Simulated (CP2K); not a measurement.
Two runs for the C K edge of propargyl alcohol. Run A: CP2K XAS_TDP, all-electron GAPW, PBEh(45%), aug-cc-pVDZ, TDA, no relativity. Run B differs in one setting.

First lines with a strength over 0.0015. A:

| atom | energy (eV) | states | strength, one atom |
| --- | --- | --- | --- |
| C1 (bonded to C and H) | 281.78 | 1 | 0.0480 |
|  | 282.32 | 1 | 0.0459 |
|  | 284.35 | 1 | 0.0049 |
|  | 284.80 | 1 | 0.0051 |
|  | 285.55 | 1 | 0.0043 |
| C2 (bonded to 2 C) | 282.03 | 1 | 0.0447 |
|  | 282.25 | 1 | 0.0528 |
|  | 285.19 | 1 | 0.0040 |
|  | 286.62 | 1 | 0.0016 |
|  | 287.15 | 1 | 0.0061 |
| C3 (bonded to C, O and 2 H) | 284.86 | 1 | 0.0240 |
|  | 286.07 | 1 | 0.0168 |
|  | 286.10 | 1 | 0.0047 |
|  | 287.16 | 1 | 0.0016 |
|  | 287.30 | 1 | 0.0086 |

B:

| atom | energy (eV) | states | strength, one atom |
| --- | --- | --- | --- |
| C1 (bonded to C and H) | 276.17 | 1 | 0.0349 |
|  | 276.76 | 1 | 0.0336 |
|  | 277.72 | 1 | 0.0016 |
|  | 278.03 | 1 | 0.0041 |
|  | 278.68 | 1 | 0.0038 |
| C2 (bonded to 2 C) | 276.38 | 1 | 0.0293 |
|  | 276.81 | 1 | 0.0413 |
|  | 277.73 | 1 | 0.0033 |
|  | 278.29 | 1 | 0.0045 |
|  | 278.57 | 1 | 0.0020 |
| C3 (bonded to C, O and 2 H) | 278.57 | 1 | 0.0111 |
|  | 279.61 | 1 | 0.0059 |
|  | 279.62 | 1 | 0.0018 |
|  | 280.50 | 1 | 0.0017 |
|  | 280.59 | 1 | 0.0062 |

Which was it: scalar relativity switched on, the basis, GW2X switched on, the functional?

The functional (functional from PBEh(45%) to PBE0; the lines alone don't name the new value). A functional moves all lines by electronvolts and changes their spacings and strengths. Against PBEh(45%) in aug-cc-pVDZ, the leading lines move by -5.61 eV (C1, to 276.17), -5.65 eV (C2, to 276.38) and -6.29 eV (C3, to 278.57); the strength of C1's goes from 0.0480 to 0.0349.

[Hosts, paths, dates, database ids (printed as entryN), source tags and the programs' standing remarks are cut or masked in the printed files.]
